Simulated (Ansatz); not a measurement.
# Decaying states in the gap of As2S2BrCl, part 2 of 3

Aim: relax a made-up compound, As2S2BrCl, and see how good a tunnel barrier it would be. It is built by putting As for Bi, S for O in the Bi2BrClO2 structure of space group P4mm, with the volume rescaled by atomic radii. The parent structure comes from the Materials Project.

Ansatz 0.2.0; r2SCAN DFT, plane waves, PAW files (the session's first sound run).

So far. Step 2 (Cell and atoms at rest): The largest force component on a free atom ends at 0.017 eV/Å.

The structure was built from a prototype and need not be the compound's stable phase.

### 3. Band edges

The energy window and the wavevectors of the next steps follow from the band edges, so these are searched first, off the mesh as well.

File input.yaml:

```yaml
crystal:
  lattice:
    - [4.2807220359, 0.0, 0.0]
    - [0.0, 4.2807220359, 0.0]
    - [0.0, 0.0, 7.3228782453]
  atoms:
    - { symbol: As, position: [0.5, 0.5, 0.8315037922] }
    - { symbol: As, position: [0.0, 0.0, 0.1757609473] }
    - { symbol: Br, position: [0.0, 0.0, 0.6568582455] }
    - { symbol: Cl, position: [0.5, 0.5, 0.3278368797] }
    - { symbol: S, position: [0.0, 0.5, 0.0040200677] }
    - { symbol: S, position: [0.5, 0.0, 0.0040200677] }
kpoints:
  mp_grid: { grid: [6, 6, 4] }
  band_path: { path: [VBM, CBM], npoints: 30 }
scf:
  occupations: { method: fixed }
hamiltonian:
  xc: r2scan
output:
  eigenvalues: true
  write_potential: true
  write_density: true
  volumetric_format: npy
  elf: true
```

Run with:

```bash
$ ansatz run input.yaml --threads 2 --pin off --max-ram 4096MiB --backend cpu --events-out ev --progress --plain --runs-dir out
```

Numbers of over 12 decimals in the logs are rounded to 6 here.

The program printed:

```text
[...]
Crystal: 6 atoms, lattice volume = 134.189 Å³
Basis set: ecut = 500 eV, 3371 PW (Γ), exchange–correlation on 128×128×216 points (64 copies of the dense FFT grid, shifted against one another)
Bands: 34, of which v1, the nominal top of the filled ones, is band 28 counted from 1 (27 counted from 0)
Symmetry: 8 space group operations
[...]
k-points: 30 of 144 (time reversal used)
[...]
SCF iter   1: F=—  HF=-15417.484941 eV  |F-HF|=—  |Δ(HF+E_count)|=         —  Δρ=6.75e-3  dr2=2.30e-1  dr2_τ=1.84e-2  ethr=1.77e-3  ⟨swp⟩=5.0  Hψ=3743  notcnv=0  defer=107
[...]
SCF iter   8: F=-15417.495677 eV  HF=-15417.495677 eV  |F-HF|=8.37e-11  |Δ(HF+E_count)|=   1.62e-7  Δρ=3.36e-6  dr2=2.04e-8  dr2_τ=2.10e-9  ethr=1.79e-10  ⟨swp⟩=9.4  Hψ=3782  notcnv=0
SCF 1 converged in 8 iterations: F = -15417.495677 eV  dr2 = 2.04e-8
[...]
NSCF: frozen V_eff on 40 k-points
[...]
SCF converged after 8 iterations
Free energy (F): -15417.495677 eV
[...]
Internal energy: -15417.495677 eV  (E = F + TS)
E sigma→0 (E₀):  -15417.495677 eV
Fermi energy:    5.653120 eV
[...]
--- Band table (eV; the first three rows and the last of 30) ---
  k-point 0: bands = [... 24 lower, 4.2109, 4.5006, 4.5006, 4.6654, 6.4886, 6.7757, 8.5464, 8.5464, ... 2 higher]
  k-point 1: bands = [... 24 lower, 4.0815, 4.7139, 4.7139, 5.1266, 5.9672, 6.7787, 8.5347, 8.5347, ... 2 higher]
  k-point 2: bands = [... 24 lower, 4.5895, 4.8641, 4.8641, 4.9089, 5.8930, 6.5776, 8.5245, 8.5245, ... 2 higher]
  k-point 29: bands = [... 24 lower, 4.3674, 4.3674, 5.6257, 5.6531, 8.5342, 8.5342, 9.4330, 9.6619, ... 2 higher]
```

Wall time 47 s (2 threads of Arm Neoverse V2, shared host); peak memory 0.62 GiB.

The column dr2 measures how far the density is from self-consistency, as an energy; F and HF (Harris–Foulkes) agree once it is small.

Numbers from this step:

```yaml
fermi_energy: 5.653 eV
gap_on_the_k_mesh: 0.2399 eV
gap_on_path: 0.1538 eV, by band count; negative where bands overlap
direct_gap_on_path: 0.6105 eV
edge_places_on_path: 0, 1.045 1/A along the path
```

The electronic bands at the labelled points (eV, zero at the Fermi level (highest filled level under fixed occupations); v1 is the highest filled band, c1 the lowest empty one):

| point | v4 | v3 | v2 | v1 | c1 | c2 | c3 | c4 |
| --- | --- | --- | --- | --- | --- | --- | --- | --- |
| VBM | -1.29 | -1.29 | -0.03 | 0.00 | 2.88 | 2.88 | 3.78 | 4.01 |
| halfway | -1.11 | -1.04 | -0.82 | -0.69 | 1.47 | 1.63 | 3.13 | 3.90 |
| CBM | -1.41 | -0.84 | -0.84 | -0.46 | 0.15 | 1.03 | 2.88 | 2.88 |

ELF in the ac plane at fractional y = 0.000, with atoms of As and Br and S within 0.2 Å of it. It is the smooth field of the valence electrons, not physical close to the nuclei.

Ten even steps from '_' (0.01) to '@' (0.89), each cell a mean:
```
__..::++%%##==::++%%##==....
____..--##%%%%%%%%%%++::____
::..__..==##%%@@%%**::__..::
##**==....--++++==::..::++**
@@@@%%++..__......__::**%%@@
##@@@@%%++..______::**@@@@%%
..==@@@@##::______==%%@@##--
__..%%@@%%==____..**%%@@++__
..--@@@@%%==____..**%%@@##::
##%%@@@@##--____..++%%@@@@%%
@@@@@@##++..______::**%%@@@@
%%##**==..__________::++####
::::..________________..::::
....______________________..
****==..______________::++**
@@@@%%++..__________::**%%@@
%%%%%%**::__________==##%%%%
++**##**--..........==####++
==--****====++++====++**++--
::--******%%%%%%%%##****++--
==++++##%%@@@@@@@@@@%%**++==
====++##@@@@**==##@@@@**====
::--==##@@##::__==@@%%**--::
```
Columns run along a (4.3 Å), rows up along c (7.3 Å). Atoms in or near the plane, at fractional coordinates: As at (0.00, 0.18), Br at (0.00, 0.66), S at (0.50, 0.00).

Electrostatic potential energy in the ac plane at fractional y = 0.000, with atoms of As and Br and S within 0.2 Å of it. With pseudopotentials it is smooth inside the atoms' cores, unlike the true potential.

Ten even steps from '_' (-55 eV) to '@' (13 eV), each cell a mean:
```
@@@@@@%%##==------++%%@@@@@@
@@@@@@@@%%**======##%%@@@@@@
@@@@@@@@@@%%####%%%%@@@@@@@@
@@@@@@@@@@@@@@@@@@@@@@@@@@@@
%%%%@@@@@@@@@@@@@@@@@@@@%%%%
::--##@@@@@@@@@@@@@@@@%%**--
____==%%@@@@@@@@@@@@@@##::__
____::##@@@@@@@@@@@@@@**____
____--%%@@@@@@@@@@@@@@##..__
..--**@@@@@@@@@@@@@@@@%%++::
##%%@@@@@@@@@@@@@@@@@@@@%%##
@@@@@@@@@@@@@@@@@@@@@@@@@@@@
@@@@@@@@@@@@@@@@@@@@@@@@@@@@
@@@@@@@@@@@@@@@@@@@@@@@@@@@@
@@@@@@@@@@@@@@@@@@@@@@@@@@@@
##%%%%@@@@@@@@@@@@@@@@@@%%##
****##%%@@@@@@@@@@@@@@%%****
@@%%**##@@@@@@@@@@@@%%##**%%
@@@@**##%%@@@@@@@@@@%%**##@@
@@%%**##%%%%%%%%%%%%%%**##@@
##****%%%%**++==++##%%##****
**##%%%%##==------++%%%%##**
%%%%%%%%**--====--==##%%%%%%
```
Columns run along a (4.3 Å; values clipped at the 3rd and 97th percentile), rows up along c (7.3 Å). Atoms in or near the plane, at fractional coordinates: As at (0.00, 0.18), Br at (0.00, 0.66), S at (0.50, 0.00).

Valence density in the ac plane at fractional y = 0.000, with atoms of As and Br and S within 0.2 Å of it. It is the smooth field of the valence electrons, not physical close to the nuclei.

Values in e/Å³, 23 rows by 14 columns, each cell a mean:
```
 0  0  0  0  1  1  1  1  1  1  0  0  0  0
 0  0  0  0  0  1  1  1  1  1  0  0  0  0
 0  0  0  0  0  0  1  1  0  0  0  0  0  0
 0  0  0  0  0  0  0  0  0  0  0  0  0  0
 1  1  0  0  0  0  0  0  0  0  0  0  0  1
 1  1  1  0  0  0  0  0  0  0  0  0  1  1
 1  1  1  1  0  0  0  0  0  0  0  1  1  1
 0  1  1  1  0  0  0  0  0  0  0  1  1  0
 1  1  1  1  0  0  0  0  0  0  0  1  1  1
 1  1  1  0  0  0  0  0  0  0  0  0  1  1
 1  1  0  0  0  0  0  0  0  0  0  0  0  1
 0  0  0  0  0  0  0  0  0  0  0  0  0  0
 0  0  0  0  0  0  0  0  0  0  0  0  0  0
 0  0  0  0  0  0  0  0  0  0  0  0  0  0
 0  0  0  0  0  0  0  0  0  0  0  0  0  0
 0  0  0  0  0  0  0  0  0  0  0  0  0  0
 2  1  1  0  0  0  0  0  0  0  0  0  1  2
12  6  1  0  0  0  0  0  0  0  0  1  3  8
28 14  2  1  0  0  0  0  0  0  0  1  5 19
19  9  2  1  0  0  0  1  0  0  0  1  4 13
 4  2  1  1  1  1  1  1  1  1  1  1  1  3
 1  0  0  0  1  1  1  1  1  1  1  0  0  1
 0  0  0  0  1  1  1  0  1  1  1  0  0  0
```
Columns run along a (4.3 Å), rows up along c (7.3 Å). Atoms in or near the plane, at fractional coordinates: As at (0.00, 0.18), Br at (0.00, 0.66), S at (0.50, 0.00).

The searched edges give 0.154 eV, under the 0.240 eV of the mesh, which misses an edge.

### 4. Complex bands

This step: r2SCAN DFT, plane waves, PAW files; complex bands by layer matching along the plane's normal (Ansatz 0.2.0).

The same crystal is laid in a cell whose first two vectors span the (100) plane (indices of the standard conventional cell, whose axes can be ordered otherwise than in the bulk input). At fixed energy and wavevector in the plane the solver finds all kz, real and complex. A few wavevectors are listed, (0, 0) and (0, 0.3542) in units of the plane's reciprocal vectors; the slowest state needn't be among them.

File input.yaml:

```yaml
crystal:
  lattice:
    - [4.280722036, 0.0, 0.0]
    - [0.0, 7.322878245, 0.0]
    - [0.0, 0.0, 4.280722036]
  atoms:
    - { symbol: As, position: [0.5, 0.8315037922, 0.5] }
    - { symbol: As, position: [0.0, 0.1757609473, 0.0] }
    - { symbol: Br, position: [0.0, 0.6568582455, 0.0] }
    - { symbol: Cl, position: [0.5, 0.3278368797, 0.5] }
    - { symbol: S, position: [0.5, 0.0040200677, 0.0] }
    - { symbol: S, position: [0.0, 0.0040200677, 0.5] }
kpoints:
  mp_grid: { grid: [6, 4, 6] }
scf:
  occupations: { method: fixed }
hamiltonian:
  xc: r2scan
output:
  eigenvalues: true
  transmission:
    leads: [[0, 0]]
    kpoints: [[0.0, 0.0], [0.0, 0.3542]]
    e_range: [-1.0, 1.15]
    de: 0.05
```

The program printed:

```text
[...]
Crystal: 6 atoms, lattice volume = 134.189 Å³
Basis set: ecut = 500 eV, 3371 PW (Γ), exchange–correlation on 128×216×128 points (64 copies of the dense FFT grid, shifted against one another)
Bands: 34, of which v1, the nominal top of the filled ones, is band 28 counted from 1 (27 counted from 0)
Symmetry: 8 space group operations
[...]
k-points: 30 of 144 (time reversal used)
[...]
SCF iter   1: F=—  HF=-15417.484923 eV  |F-HF|=—  |Δ(HF+E_count)|=         —  Δρ=6.75e-3  dr2=2.30e-1  dr2_τ=1.84e-2  ethr=1.77e-3  ⟨swp⟩=5.0  Hψ=3745  notcnv=0  defer=104
[...]
SCF iter   8: F=-15417.495677 eV  HF=-15417.495677 eV  |F-HF|=1.29e-10  |Δ(HF+E_count)|=   1.51e-7  Δρ=3.27e-6  dr2=2.01e-8  dr2_τ=1.98e-9  ethr=1.79e-10  ⟨swp⟩=9.4  Hψ=3768  notcnv=0
SCF 1 converged in 8 iterations: F = -15417.495677 eV  dr2 = 2.01e-8
[...]
transmission: 7 of 14 steps passed
transmission: 14 of 14 steps passed
SCF converged after 8 iterations
Free energy (F): -15417.495677 eV
[...]
Internal energy: -15417.495677 eV  (E = F + TS)
E sigma→0 (E₀):  -15417.495677 eV
Fermi energy:    5.653121 eV
[...]
--- Band table (eV; the first three rows and the last of 30) ---
  k-point 0: bands = [... 24 lower, 4.2109, 4.5006, 4.5006, 4.6654, 6.4886, 6.7757, 8.5464, 8.5464, ... 2 higher]
  k-point 1: bands = [... 24 lower, 4.1708, 4.4880, 4.7198, 4.9676, 6.8666, 7.4537, 8.4206, 8.4284, ... 2 higher]
  k-point 2: bands = [... 24 lower, 4.4977, 4.5827, 4.9394, 5.1548, 7.4336, 8.2449, 8.5834, 8.8092, ... 2 higher]
  k-point 29: bands = [... 24 lower, 4.3674, 4.3674, 5.6257, 5.6531, 8.5342, 8.5342, 9.4330, 9.6619, ... 2 higher]
--- Transmission ---
  basis      : 325 plane waves across, 7 finite elements along
  points     : 2, as listed
  energies   : 44 from -1.000000 to 1.150000 eV about the Fermi level, 0.050000 eV apart; the leads are filled to 0.119938 eV, and channels, transmission and decay are at 0.100000 eV
  crystal 0  : As2Br1S2Cl1, at the sites [0, 0], period 4.2807 Å: whole cells are its period
    offset         : up to 0.0000 Å between an atom of the period and one for which it stands
    channels       : 0.000000e0 a spin
    conductance    : none, the energies end too early or step too widely for 300 K: set another output.transmission.e_range or a lower de, or, where they end at an eighth of basis.ecutwfc, a higher one
    slowest decay  : 0.0640 /Å at (0.0000, 0.3542)
```

Run time: 79 s. Hardware: 2 threads; peak memory 1.1 GiB.

This step gave:

```
level to which the leads are filled                       : 0.1199 eV from the Fermi level
decay constant at the filling level, zone centre          : 0.1585 Å⁻¹
decay constant at the filling level, slowest listed point : 0.064 Å⁻¹
```

K parallel (0, 0); values up to 1.5 1/Å, a degenerate pair printed once or twice; energies at which all values exceed this have no row. Table of Im kz of the slowest decaying states by energy, zero at the highest filled level on the SCF mesh:

| energy (eV) | decay 1 (Å⁻¹) | decay 2 (Å⁻¹) | decay 3 (Å⁻¹) | decay 4 (Å⁻¹) |
| --- | --- | --- | --- | --- |
| -1.000 | 0.0213 | 0.0837 | 0.102 | 0.200 |
| -0.900 | 0.0966 | 0.195 | 0.207 | 0.238 |
| -0.800 | 0.191 | 0.212 | 0.252 | 0.275 |
| -0.700 | 0.0840 | 0.133 | 0.188 | 0.259 |
| -0.550 | 0.185 | 0.215 | 0.271 | 0.315 |
| -0.450 | 0.0712 | 0.182 | 0.255 | 0.305 |
| -0.350 | 0.128 | 0.180 | 0.284 | 0.329 |
| -0.250 | 0.160 | 0.177 | 0.306 | 0.347 |
| -0.150 | 0.173 | 0.184 | 0.323 | 0.356 |
| -0.050 | 0.168 | 0.202 | 0.336 | 0.363 |
| 0.000 | 0.165 | 0.210 | 0.341 | 0.367 |
| 0.100 | 0.158 | 0.223 | 0.350 | 0.373 |
| 0.200 | 0.151 | 0.234 | 0.355 | 0.379 |
| 0.300 | 0.141 | 0.243 | 0.358 | 0.385 |
| 0.400 | 0.130 | 0.251 | 0.358 | 0.390 |
| 0.500 | 0.116 | 0.257 | 0.355 | 0.394 |
| 0.600 | 0.0995 | 0.262 | 0.349 | 0.398 |
| 0.700 | 0.0769 | 0.266 | 0.340 | 0.402 |
| 0.850 | 0.269 | 0.318 | 0.407 | 0.465 |
| 0.950 | 0.271 | 0.295 | 0.409 | 0.472 |
| 1.050 | 0.256 | 0.272 | 0.412 | 0.470 |
| 1.150 | 0.273 | 0.348 | 0.414 | 0.470 |

K parallel (0, 0.3542); values up to 1.5 1/Å, a degenerate pair printed once or twice; energies at which all values exceed this have no row. Im kz of the slowest decaying states against energy, zero at the highest filled level on the SCF mesh:

| energy (eV) | decay 1 (Å⁻¹) | decay 2 (Å⁻¹) | decay 3 (Å⁻¹) | decay 4 (Å⁻¹) |
| --- | --- | --- | --- | --- |
| -1.000 | 0.0213 | 0.0640 | 0.119 | 0.383 |
| -0.850 | 0.159 | 0.270 | 0.740 | 1.03 |
| -0.700 | 0.0764 | 0.214 | 0.305 | 0.385 |
| -0.550 | 0.0280 | 0.0682 | 0.250 | 0.333 |
| -0.400 | 0.224 | 0.338 | 0.351 | 0.482 |
| -0.250 | 0.0700 | 0.100 | 0.166 | 0.365 |
| -0.100 | 0.130 | 0.155 | 0.156 | 0.377 |
| 0.000 | 0.104 | 0.176 | 0.192 | 0.192 |
| 0.100 | 0.0640 | 0.190 | 0.222 | 0.390 |
| 0.250 | 0.205 | 0.258 | 0.398 | 0.509 |
| 0.400 | 0.216 | 0.289 | 0.406 | 0.508 |
| 0.550 | 0.224 | 0.316 | 0.412 | 0.505 |
| 0.700 | 0.228 | 0.339 | 0.418 | 0.501 |
| 0.850 | 0.136 | 0.317 | 0.359 | 0.423 |
| 1.000 | 0.0527 | 0.366 | 0.377 | 0.428 |
| 1.150 | 0.392 | 0.404 | 0.433 | 0.484 |

K parallel (0, 0.3542). Table of Re kz of states that move upwards by energy, zero at the highest filled level on the SCF mesh:

| energy (eV) | channel 1 (Å⁻¹) | channel 2 (Å⁻¹) | channel 3 (Å⁻¹) | channel 4 (Å⁻¹) | channel 5 (Å⁻¹) |
| --- | --- | --- | --- | --- | --- |
| -1.000 | -0.600 | - | - | - | - |
| -0.900 | -0.428 | -0.0972 | 0.301 | - | - |
| -0.850 | -0.529 | -0.158 | -0.0228 | 0.317 | 0.550 |
| -0.750 | -0.454 | 0.350 | 0.609 | - | - |
| -0.650 | 0.646 | - | - | - | - |
| -0.550 | 0.683 | - | - | - | - |
| -0.500 | -0.359 | 0.408 | 0.703 | - | - |
| -0.400 | -0.717 | -0.287 | 0.0775 | 0.466 | - |
| -0.300 | -0.635 | 0.550 | - | - | - |
| -0.250 | - | - | - | - | - |
| -0.150 | - | - | - | - | - |
| -0.050 | - | - | - | - | - |
| 0.000 | - | - | - | - | - |
| 0.050 | - | - | - | - | - |
| 0.100 | - | - | - | - | - |
| 0.200 | 0.0623 | - | - | - | - |
| 0.300 | 0.116 | - | - | - | - |
| 0.400 | 0.157 | - | - | - | - |
| 0.450 | 0.176 | - | - | - | - |
| 0.550 | 0.210 | - | - | - | - |
| 0.650 | 0.240 | - | - | - | - |
| 0.700 | 0.255 | - | - | - | - |
| 0.800 | 0.283 | - | - | - | - |
| 0.900 | 0.309 | - | - | - | - |
| 1.000 | 0.334 | - | - | - | - |
| 1.050 | 0.0405 | 0.346 | - | - | - |
| 1.150 | 0.100 | 0.370 | - | - | - |

At the listed wavevectors the last open channel is at -0.30 eV and the next at +0.20 eV on the grid. At +0.10 eV, the grid energy nearest the filling level (the middle of the gap on the SCF mesh), the slowest state at the listed wavevectors decays with κ = 0.064 Å⁻¹, its amplitude falling by e over 16 Å. Through 1 nm of this crystal that state's transmission falls by exp(−2 × 0.064 Å⁻¹ × 10 Å) = 0.28.

### 5. Decay over the two-dimensional zone

The listed points could miss the slowest state, so one energy near mid-gap is solved on a mesh of 12×6.

input.yaml: that of step 4 with these lines changed.

```diff
@@ -20,6 +20,2 @@
   eigenvalues: true
-  transmission:
-    leads: [[0, 0]]
-    kpoints: [[0.0, 0.0], [0.0, 0.3542]]
-    e_range: [-1.0, 1.15]
-    de: 0.05
+  transmission: { leads: [[0, 0]], kmesh: [12, 6], e_range: [0.08, 0.09], de: 0.05 }
```

The program printed:

```text
[...]
Crystal: 6 atoms, lattice volume = 134.189 Å³
Basis set: ecut = 500 eV, 3371 PW (Γ), exchange–correlation on 128×216×128 points (64 copies of the dense FFT grid, shifted against one another)
Bands: 34, of which v1, the nominal top of the filled ones, is band 28 counted from 1 (27 counted from 0)
Symmetry: 8 space group operations
[...]
k-points: 30 of 144 (time reversal used)
[...]
SCF iter   1: F=—  HF=-15417.484923 eV  |F-HF|=—  |Δ(HF+E_count)|=         —  Δρ=6.75e-3  dr2=2.30e-1  dr2_τ=1.84e-2  ethr=1.77e-3  ⟨swp⟩=5.0  Hψ=3745  notcnv=0  defer=104
[...]
SCF iter   8: F=-15417.495677 eV  HF=-15417.495677 eV  |F-HF|=1.29e-10  |Δ(HF+E_count)|=   1.51e-7  Δρ=3.27e-6  dr2=2.01e-8  dr2_τ=1.98e-9  ethr=1.79e-10  ⟨swp⟩=9.4  Hψ=3768  notcnv=0
SCF 1 converged in 8 iterations: F = -15417.495677 eV  dr2 = 2.01e-8
[...]
transmission: 21 of 196 steps passed
transmission: 42 of 196 steps passed
[...]
transmission: 196 of 196 steps passed
SCF converged after 8 iterations
Free energy (F): -15417.495677 eV
[...]
Internal energy: -15417.495677 eV  (E = F + TS)
E sigma→0 (E₀):  -15417.495677 eV
Fermi energy:    5.653121 eV
[...]
--- Band table (eV; the first three rows and the last of 30) ---
  k-point 0: bands = [... 24 lower, 4.2109, 4.5006, 4.5006, 4.6654, 6.4886, 6.7757, 8.5464, 8.5464, ... 2 higher]
  k-point 1: bands = [... 24 lower, 4.1708, 4.4880, 4.7198, 4.9676, 6.8666, 7.4537, 8.4206, 8.4284, ... 2 higher]
  k-point 2: bands = [... 24 lower, 4.4977, 4.5827, 4.9394, 5.1548, 7.4336, 8.2449, 8.5834, 8.8092, ... 2 higher]
  k-point 29: bands = [... 24 lower, 4.3674, 4.3674, 5.6257, 5.6531, 8.5342, 8.5342, 9.4330, 9.6619, ... 2 higher]
--- Transmission ---
  basis      : 325 plane waves across, 7 finite elements along
  points     : 28, standing for a mesh of 12 x 6
  energies   : 1 from 0.080000 to 0.080000 eV about the Fermi level; the leads are filled to 0.119938 eV, and channels, transmission and decay are at 0.080000 eV
[...]
channels       : 0.000000e0 a spin
    conductance    : none, crystal 0 has no channel at the energies, or these end too early or step too widely for 300 K: set another output.transmission.e_range or a lower de, or, where they end at an eighth of basis.ecutwfc, a higher one
    slowest decay  : 0.0709 /Å at (0.0000, 0.3333)
```

Wall time 1.8 min (2 threads); peak memory 1.3 GiB; 3.4 min of CPU time.

Numbers from this step:

```yaml
least_decay_constant_on_the_mesh: 0.0709 Å⁻¹
```

Slowest decay constant (1/Å; 0 where a channel is open) over k1 and k2. At 0.0800 eV from the Fermi level.

Ten even steps from '0' (0.071) to '9' (0.262):
```
024595059542
014689398641
014667476641
014689398641
024595059542
024563236542
```
Columns: k1 (b1) from -0.5 to 0.417; rows upwards: k2 (b2) from -0.5 to 0.333.

The least value on the mesh is 0.0709 Å⁻¹ at +0.08 eV. At that energy the listed points give about 0.0732 Å⁻¹ by interpolation, so the mesh holds no clearly slower state.

(Part 2 of 3 ends here.)

[Logs are printed without paths, hosts, clocks, repeated set-up lines and the standing remarks that a program may print on its own settings, such as how far it seeks lower states.]

[Hosts, paths, dates, database ids (printed as entryN), source tags and the programs' standing remarks are cut or masked in the printed files.]
